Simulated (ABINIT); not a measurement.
# CaC2 (R-3m): making up for missing bands

Wanted: gap and time of CaC2 (R-3m) with truncated and completed band sums.

Main program and level: ABINIT 10.8.3; PBEsol and many-body steps on it, plane waves.

### Step 1. The structure

The structure is trigonal, space group R-3m (No. 166). Conventional cell: a = 3.889 Å, b = 3.889 Å, c = 11.862 Å, α = 90.00°, β = 90.00°, γ = 120.00°. Nearest to Ca lie 6 C at 2.62 Å. Nearest to C lie 1 C at 1.26 Å and 3 Ca at 2.62 Å. Farther neighbours, and contacts between anions beyond the nearest, are not listed.

The cell and positions are those that the Materials Project relaxed with its own functionals (PBE, PBE+U or r2SCAN), kept fixed.

### Step 2. Empty states on the mesh, 4×4×4 mesh, 69 bands

This step: ABINIT 10.8.3; DFT, PBEsol, plane waves, norm-conserving pseudopotentials.

The sums over transitions need many empty states on a uniform mesh; this step solves for them.

File run.abi:

```
acell 3*1.0 Angstrom
rprim 
  1.944397984288 1.122598699617 3.953874776707
  -1.944397984288 1.122598699617 3.953874776707
  -0.000000000000 -2.245197399304 3.953874776686
ntypat 2
znucl 20 6
natom 3
typat 1 2 2
xred 
  0.000000000000 0.000000000000 0.000000000000
  0.552915000000 0.552915000000 0.552915000000
  0.447085000000 0.447085000000 0.447085000000
pp_dirpath "pseudos"
pseudos "Ca.upf, C.upf"
ecut 37
ngkpt 4 4 4
nshiftk 1
shiftk 0 0 0
kptopt 1
chksymbreak 0
iscf -2
irdden 1
istwfk *1
nband 69
nbdbuf 6
tolwfr 1e-09
nstep 60
prtvol 0
indata_prefix "in"
outdata_prefix "out"
tmpdata_prefix "tmp"
```

The run is started by

```bash
OMP_NUM_THREADS=1 mpirun -n 4 abinit run.abi > log
```

Log:

```text
.Version 10.8.3 of ABINIT. v10.8.2 released Aug 2026.

 Symmetries : space group R-3 m (#166); Bravais hR (rhombohedral)
[... echo of the input left out ...]
== DATASET  1 ==================================================================
-   mpi_nproc: 4, omp_nthreads: 1 (-1 if OMP is not activated)

--- !DatasetInfo
iteration_state: {dtset: 1, }
dimensions: {natom: 3, nkpt: 13, mband: 69, nsppol: 1, nspinor: 1, nspden: 1, mpw: 3777, }
cutoff_energies: {ecut:  37.0, pawecutdg:  -1.0, }
[...]
1.64890    1.66913    1.68195    1.75158    1.75158    1.75180    1.75549    1.75549
   1.82547    1.82547    1.85252    1.89676    1.89676    1.90788    1.90828    1.93400
   1.99399    1.99594    1.99594    2.01729    2.01729
 prteigrs : prtvol=0 or 1, do not print more k-points.

== END DATASET(S) ==============================================================
================================================================================

 -outvars: echo values of variables after computation  --------
            nband          69
             nkpt          13
          spgroup         166
 [... the other variables as echoed above ...]

 Calculation completed.
```

Wall time 22 s (4 MPI ranks of Intel Xeon Platinum 8488C (Sapphire Rapids), shared host); peak memory 0.36 GiB.

This step gave:

```
gap                                                           : 2.585 eV
k of the valence top                                          : 0.5, 0.5, 0.5
k of the conduction bottom                                    : 0.5, 0.5, 0
least direct gap                                              : 3.890 eV
k points computed                                             : 13
lowest point of the top converged band, above the valence top : 49.37 eV
```

On this mesh the gap is 2.585 eV.

The density comes from a self-consistent run that is not shown.

### Step 3. Screening, 4×4×4 mesh, 63 bands, screening to 122.5 eV

The RPA dielectric matrix is built and inverted for each q.

This step: RPA screening on PBEsol, plane waves, norm-conserving pseudopotentials.

Edit run.abi of step 2 so:

```diff
@@ -21,10 +21,11 @@
 chksymbreak 0
-iscf -2
-irdden 1
 istwfk *1
-nband 69
-nbdbuf 6
-tolwfr 1e-09
-nstep 60
-prtvol 0
+occopt 1
+irdwfk 1
+optdriver 3
+nband 63
+ecuteps 4.5
+inclvkb 2
+awtr 1
+symchi 1
 indata_prefix "in"
```

Log:

```text
.Version 10.8.3 of ABINIT. v10.8.2 released Aug 2026.

 Symmetries : space group R-3 m (#166); Bravais hR (rhombohedral)
[... echo of the input left out ...]
== DATASET  1 ==================================================================
-   mpi_nproc: 4, omp_nthreads: 1 (-1 if OMP is not activated)

--- !DatasetInfo
iteration_state: {dtset: 1, }
dimensions: {natom: 3, nkpt: 13, mband: 63, nsppol: 1, nspinor: 1, nspden: 1, mpw: 3777, }
cutoff_energies: {ecut:  37.0, pawecutdg:  -1.0, }
electrons: {nelect:   1.80000000E+01, charge:   0.00000000E+00, occopt:   1.00000000E+00, tsmear:   1.00000000E-02, }

 SCREENING: Calculation of the susceptibility and dielectric matrices

 Based on a program developped by R.W. Godby, V. Olevano, G. Onida, and L. Reining.
 Incorporated in ABINIT by V. Olevano, G.-M. Rignanese, and M. Torrent.
.Using double precision arithmetic ; gwpc =  8

[... cell and pseudopotentials left out ...]
--------------------------------------------------------------------------------

 ==== K-mesh for the wavefunctions ====
 Number of points in the irreducible wedge :    13
[... list of points left out ...]
 Together with 12 symmetry operations and time-reversal symmetry
 yields    64 points in the full Brillouin Zone.

 ==== Q-mesh for the screening function ====
 Number of points in the irreducible wedge :    13
[... list of points left out ...]
 Together with 12 symmetry operations and time-reversal symmetry
 yields    64 points in the full Brillouin Zone.

 setmesh: FFT mesh size selected  =    32x   32x   32
          total number of points  =        32768

 vcoul_init : cutoff-mode = AUXILIARY_FUNCTION
 q-points for optical limit:   1
     1)      0.000010    0.000020    0.000030

- screening: taking advantage of time-reversal symmetry
- Maximum band index for partially occupied states nbvw = 9
- Remaining bands to be divided among processors   nbcw = 54
- Number of bands treated by each node ~13

 Number of electrons calculated from density =   18.0000; Expected =   18.0000
 average of density, n =  0.051510
 r_s =    1.6673
 omega_plasma =   21.8928 [eV]

 calculating chi0 at frequencies [eV] :
  1    0.000000E+00    0.000000E+00
  2    0.000000E+00    2.189282E+01

--------------------------------------------------------------------------------
  q-point number  1        q = ( 0.000000, 0.000000, 0.000000) [r.l.u.]
--------------------------------------------------------------------------------
[... chi0 elements left out ...]
 For q-point:  0.000010 0.000020 0.000030
  dielectric constant =   3.7921
  dielectric constant without local fields =   4.7069

  Average fulfillment of the sum rule on Im[epsilon] for q-point    1 :     60.90  [%]
[... wings left out ...]
  q-point number  2        q = ( 0.250000, 0.000000, 0.000000) [r.l.u.]
--------------------------------------------------------------------------------
[... chi0 elements left out ...]
  Average fulfillment of the sum rule on Im[epsilon] for q-point    2 :     72.51  [%]

 [... 11 further q-points ...]
```

Run time: 27 s. Hardware: 4 MPI ranks; peak memory 1 GiB; 1.8 min of CPU time.

Read from the output:

- ε∞ with local fields, on this mesh: 3.792
- ε∞ without local fields, on this mesh: 4.707
- plasma frequency: 21.89 eV
- plane waves in the screening matrix: 169

Local fields lower ε∞ by 19 %.

### Step 4. 63 bands

The self-energy is evaluated for the states that the input lists, and the quasiparticle equation is solved.

This step: G0W0 on PBEsol, plane waves, norm-conserving pseudopotentials.

Edit run.abi of step 3 so:

```diff
@@ -24,8 +24,19 @@
 irdwfk 1
-optdriver 3
+optdriver 4
 nband 63
+gwcalctyp 0
+ecutsigx 37
+symsigma 1
+nkptgw 3
+kptgw 
+  0.5000000000 0.5000000000 0.5000000000
+  0.5000000000 0.5000000000 0.0000000000
+  0.0000000000 0.0000000000 0.0000000000
+bdgw 
+  7 11
+  8 11
+  8 11
 ecuteps 4.5
-inclvkb 2
-awtr 1
-symchi 1
+irdscr 1
+ppmodel 1
 indata_prefix "in"
```

Log:

```text
.Version 10.8.3 of ABINIT. v10.8.2 released Aug 2026.

 Symmetries : space group R-3 m (#166); Bravais hR (rhombohedral)
[... echo of the input left out ...]
== DATASET  1 ==================================================================
-   mpi_nproc: 4, omp_nthreads: 1 (-1 if OMP is not activated)

--- !DatasetInfo
iteration_state: {dtset: 1, }
dimensions: {natom: 3, nkpt: 13, mband: 63, nsppol: 1, nspinor: 1, nspden: 1, mpw: 3777, }
cutoff_energies: {ecut:  37.0, pawecutdg:  -1.0, }
electrons: {nelect:   1.80000000E+01, charge:   0.00000000E+00, occopt:   1.00000000E+00, tsmear:   1.00000000E-02, }

 SIGMA: Calculation of the GW corrections

 Based on a program developped by R.W. Godby, V. Olevano, G. Onida, and L. Reining.
 Incorporated in ABINIT by V. Olevano, G.-M. Rignanese, and M. Torrent.
.Using double precision arithmetic ; gwpc =  8

[... cell and pseudopotentials left out ...]
--------------------------------------------------------------------------------

 ==== K-mesh for the wavefunctions ====
 Number of points in the irreducible wedge :    13
[... list of points left out ...]
 Together with 12 symmetry operations and time-reversal symmetry
 yields    64 points in the full Brillouin Zone.

 ==== Q-mesh for screening function ====
 Number of points in the irreducible wedge :    13
[... list of points left out ...]
 Together with 12 symmetry operations and time-reversal symmetry
 yields    64 points in the full Brillouin Zone.

 vcoul_init : cutoff-mode = AUXILIARY_FUNCTION
 q-points for optical limit:   1
     1)      0.000010    0.000020    0.000030
 setmesh: FFT mesh size selected  =    48x   48x   48
          total number of points  =       110592

 Number of electrons calculated from density =   18.0000; Expected =   18.0000
 average of density, n =  0.051510
 r_s =    1.6673
 omega_plasma =   21.8928 [eV]

 === KS Band Gaps ===
  >>>> For spin  1
   Minimum direct gap =   3.8903 [eV], located at k-point      :   0.5000  0.5000  0.0000
   Fundamental gap    =   2.5851 [eV], Top of valence bands at :   0.5000  0.5000  0.5000
                                       Bottom of conduction at :   0.5000  0.5000  0.0000
 SIGMA fundamental parameters:
 PLASMON POLE MODEL  1
 number of plane-waves for SigmaX                 3777
 number of plane-waves for SigmaC and W            169
 number of plane-waves for wavefunctions          3777
 number of bands                                    63
 number of independent spin polarizations            1
 number of spinorial components                      1
 number of k-points in IBZ                          13
 number of q-points in IBZ                          13
 number of symmetry operations                      12
 number of k-points in BZ                           64
 number of q-points in BZ                           64
 number of frequencies for dSigma/dE                 9
 frequency step for dSigma/dE [eV]                0.25
 number of omega for Sigma on real axis              0
 max omega for Sigma on real axis  [eV]           0.00
 zcut for avoiding poles [eV]                     0.10

 EPSILON^-1 parameters (SCR file):
 dimension of the eps^-1 matrix on file            169
 dimension of the eps^-1 matrix used               169
 number of plane-waves for wavefunctions          3777
 number of bands                                    63
 number of q-points in IBZ                          13
 number of frequencies                               2
 number of real frequencies                          1
 number of imag frequencies                          1

 matrix elements of self-energy operator (all in [eV])

 Perturbative Calculation

--- !SelfEnergy_ee
iteration_state: {dtset: 1, }
kpoint     : [   0.500,    0.500,    0.500, ]
spin       : 1
KS_gap     :    5.544
QP_gap     :    6.754
Delta_QP_KS:    1.210
data: !SigmaeeData |
     Band     E0 <VxcDFT>   SigX SigC(E0)      Z dSigC/dE  Sig(E)    E-E0       E
        7   1.052 -13.415 -16.390   2.053   0.783  -0.277 -14.137  -0.723   0.330
        8   1.052 -13.415 -16.390   2.053   0.783  -0.277 -14.137  -0.723   0.330
        9   2.560 -14.924 -18.845   3.138   0.777  -0.288 -15.532  -0.608   1.952
       10   8.104  -8.203  -3.942  -3.539   0.833  -0.200  -7.601   0.602   8.706
       11   8.246 -14.001  -6.893  -4.325   0.809  -0.236 -11.749   2.252  10.498

--- !SelfEnergy_ee
iteration_state: {dtset: 1, }
kpoint     : [   0.500,    0.500,    0.000, ]
spin       : 1
KS_gap     :    3.890
QP_gap     :    5.960
Delta_QP_KS:    2.070
data: !SigmaeeData |
     Band     E0 <VxcDFT>   SigX SigC(E0)      Z dSigC/dE  Sig(E)    E-E0       E
        8   1.231 -13.450 -16.535   2.049   0.784  -0.275 -14.262  -0.812   0.418
[...]
--- !SelfEnergy_ee
iteration_state: {dtset: 1, }
kpoint     : [   0.000,    0.000,    0.000, ]
spin       : 1
KS_gap     :    3.898
QP_gap     :    6.407
Delta_QP_KS:    2.509
data: !SigmaeeData |
     Band     E0 <VxcDFT>   SigX SigC(E0)      Z dSigC/dE  Sig(E)    E-E0       E
[...]
9   1.731 -13.847 -16.648   1.885   0.784  -0.275 -14.566  -0.719   1.012
       10   5.629 -12.960  -7.505  -3.241   0.808  -0.237 -11.171   1.790   7.419
       11   5.629 -12.960  -7.505  -3.241   0.808  -0.237 -11.171   1.790   7.419

== END DATASET(S) ==============================================================
================================================================================

 -outvars: echo values of variables after computation  --------
           etotal      0.0000000000E+00
            nband          63
             nkpt          13
          spgroup         166
 [... the other variables as echoed above ...]

 Calculation completed.
```

Elapsed: 8.1 s, on 4 MPI ranks; peak memory 0.92 GiB.

This step gave:

| Item | Value |
| --- | --- |
| G0W0 gap on the mesh | 4.587 eV |
| starting gap on the mesh | 2.585 eV |
| k of the valence top | 0.5, 0.5, 0.5 |
| k of the conduction bottom | 0.5, 0.5, 0 |
| Z at the valence top | 0.777 |
| Z at the conduction bottom | 0.814 |
| least direct G0W0 gap on the computed points | 5.96 eV |

The gap on the mesh goes from 2.59 eV to 4.59 eV, a correction of +2.00 eV.

### Step 5. Screening, 4×4×4 mesh, 17 bands, screening to 122.5 eV

This step: RPA screening on PBEsol, plane waves, norm-conserving pseudopotentials.

Edit run.abi of step 4 so:

```diff
@@ -24,19 +24,8 @@
 irdwfk 1
-optdriver 4
-nband 63
-gwcalctyp 0
-ecutsigx 37
-symsigma 1
-nkptgw 3
-kptgw 
-  0.5000000000 0.5000000000 0.5000000000
-  0.5000000000 0.5000000000 0.0000000000
-  0.0000000000 0.0000000000 0.0000000000
-bdgw 
-  7 11
-  8 11
-  8 11
+optdriver 3
+nband 17
 ecuteps 4.5
-irdscr 1
-ppmodel 1
+inclvkb 2
+awtr 1
+symchi 1
 indata_prefix "in"
```

Log:

```text
.Version 10.8.3 of ABINIT. v10.8.2 released Aug 2026.

 Symmetries : space group R-3 m (#166); Bravais hR (rhombohedral)
[... echo of the input left out ...]
== DATASET  1 ==================================================================
-   mpi_nproc: 4, omp_nthreads: 1 (-1 if OMP is not activated)

--- !DatasetInfo
iteration_state: {dtset: 1, }
dimensions: {natom: 3, nkpt: 13, mband: 17, nsppol: 1, nspinor: 1, nspden: 1, mpw: 3777, }
cutoff_energies: {ecut:  37.0, pawecutdg:  -1.0, }
electrons: {nelect:   1.80000000E+01, charge:   0.00000000E+00, occopt:   1.00000000E+00, tsmear:   1.00000000E-02, }

 SCREENING: Calculation of the susceptibility and dielectric matrices

 Based on a program developped by R.W. Godby, V. Olevano, G. Onida, and L. Reining.
 Incorporated in ABINIT by V. Olevano, G.-M. Rignanese, and M. Torrent.
.Using double precision arithmetic ; gwpc =  8

[... cell and pseudopotentials left out ...]
--------------------------------------------------------------------------------

 ==== K-mesh for the wavefunctions ====
 Number of points in the irreducible wedge :    13
[... list of points left out ...]
 Together with 12 symmetry operations and time-reversal symmetry
 yields    64 points in the full Brillouin Zone.

 ==== Q-mesh for the screening function ====
 Number of points in the irreducible wedge :    13
[... list of points left out ...]
 Together with 12 symmetry operations and time-reversal symmetry
 yields    64 points in the full Brillouin Zone.

 setmesh: FFT mesh size selected  =    32x   32x   32
          total number of points  =        32768

 vcoul_init : cutoff-mode = AUXILIARY_FUNCTION
 q-points for optical limit:   1
     1)      0.000010    0.000020    0.000030

- screening: taking advantage of time-reversal symmetry
- Maximum band index for partially occupied states nbvw = 9
- Remaining bands to be divided among processors   nbcw = 8
- Number of bands treated by each node ~2

 Number of electrons calculated from density =   18.0000; Expected =   18.0000
 average of density, n =  0.051510
 r_s =    1.6673
 omega_plasma =   21.8928 [eV]

 calculating chi0 at frequencies [eV] :
  1    0.000000E+00    0.000000E+00
  2    0.000000E+00    2.189282E+01

--------------------------------------------------------------------------------
  q-point number  1        q = ( 0.000000, 0.000000, 0.000000) [r.l.u.]
--------------------------------------------------------------------------------
[... chi0 elements left out ...]
 For q-point:  0.000010 0.000020 0.000030
  dielectric constant =   3.4480
  dielectric constant without local fields =   4.3512

  Average fulfillment of the sum rule on Im[epsilon] for q-point    1 :     18.47  [%]
[... wings left out ...]
  q-point number  2        q = ( 0.250000, 0.000000, 0.000000) [r.l.u.]
--------------------------------------------------------------------------------
[... chi0 elements left out ...]
  Average fulfillment of the sum rule on Im[epsilon] for q-point    2 :     37.75  [%]

 [... 11 further q-points ...]
```

It took 6.1 s on 4 MPI ranks; peak memory 0.7 GiB.

Numbers from this step:

- ε∞ with local fields, on this mesh: 3.448
- ε∞ without local fields, on this mesh: 4.351
- plasma frequency: 21.89 eV
- plane waves in the screening matrix: 169

(Part 1 of 2 ends here.)

[Long decimals in the printed logs are rounded to 6 places.]

[Logs are printed without paths, hosts, clocks, repeated set-up lines and the standing remarks that a program may print on its own settings, such as how far it seeks lower states.]

[Paths, hosts, dates, memory and timing lines, banners, echoed tables and standing remarks are left out of the program output; an Ansatz launch command may be rebuilt from the run's recorded settings. Measured values are a selection of at most five: reports struck by readers or far from the other reports are left out. None is set beside runs whose start may be inverted or whose files or cutoffs have a known fault.]

[Runs of the session that timed out or met a known fault of the program may be left out.]

[Hosts, paths, dates, database ids (printed as entryN), source tags and the programs' standing remarks are cut or masked in the printed files.]

[G0W0 gaps are taken among the corrected bands and points alone; a level outside them can change the order at an edge.]

[Where Ansatz stands beside ABINIT at settings called matched, ABINIT's density can come from a denser mesh and the files from another edition; pairs whose starting gaps differed by over 0.03 eV were left out, so agreement reads better than it is.]
